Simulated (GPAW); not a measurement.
The Li K edge of atom 2 in Li3Au (Fm-3m), with 8 Li at 2.73 Å and 6 Au at 3.15 Å (cube and octahedron, as in bcc, site symmetry m-3m), was computed in 2 ways: excited-electron core hole (neutral cell) and no core hole. Program and functional: GPAW, LDA, without spin-orbit coupling, Gaussian full width 0.9 eV up to 4 eV, rising linearly to 3.5 eV at 25 eV; cells of 4 and 16 atoms (the run without a hole in the smaller).

Each run is counted from its own lowest empty level or Fermi level and scaled to a mean of 1 over its first 20 eV.

```
E (eV)  run 1  run 2
  -2.0   0.00   0.00
  -1.0   0.00   0.00
   0.0   0.31   0.54
   1.0   0.66   0.75
   2.0   0.48   0.95
   3.0   0.21   1.40
   4.0   0.43   2.06
   5.0   1.65   0.85
   6.0   0.99   1.77
   7.0   1.12   1.23
   8.0   1.02   1.00
   9.0   1.05   1.13
  10.0   0.91   1.04
  11.0   1.02   1.23
  12.0   1.38   1.50
  13.0   1.79   1.31
  14.0   1.98   0.88
  15.0   1.62   0.58
  16.0   1.15   0.45
  17.0   0.85   0.41
  18.0   0.66   0.40
  19.0   0.53   0.43
  20.0   0.50   0.57
  21.0   0.62   0.76
  22.0   0.79   0.88
  23.0   0.93   0.85
  24.0   0.97   0.72
  25.0   0.89   0.58
  26.0   0.77   0.49
  27.0   0.67   0.46
  28.0   0.61   0.46
  29.0   0.58   0.45
  30.0   0.54   0.42
  31.0   0.48   0.39
  32.0   0.41   0.37
```

**Question.** Which run is which?

Run 1: no core hole (area from −2 to 6 eV 4.3, main maxima 0.9 eV (0.67), 5.1 eV (1.66), 7.1 eV (1.12), 13.9 eV (1.99) and 23.8 eV (0.97)). Run 2: excited-electron core hole (neutral cell) (area from −2 to 6 eV 7.3, main maxima 0.4 eV (0.81), 1.6 eV (1.17), 3.7 eV (2.34), 6.2 eV (1.84) and 12.1 eV (1.51)). With each curve scaled to its own mean, the area from −2 to 6 eV with the hole is 7.3 against 4.3, and the centre of weight from −1 to 20 eV moves by -2.2 eV: the hole pulls the absorber's empty states down.

[Banner, clock and machine lines of the logs are left out without a mark of their own.]

[Logs are printed without paths, hosts, clocks, repeated set-up lines and the standing remarks that a program may print on its own settings, such as how far it seeks lower states.]

[Hosts, paths, dates, database ids (printed as entryN), source tags and the programs' standing remarks are cut or masked in the printed files.]

[Lists of maxima count a maximum above −3 eV only where it reaches 4 % of the highest in the window and stands out from its surroundings by 2 % of it (1.5 % where it reaches 55 %); shoulders and weaker maxima are passed over, and of the rest the first, up to two pre-edge ones and the few strongest are named.]
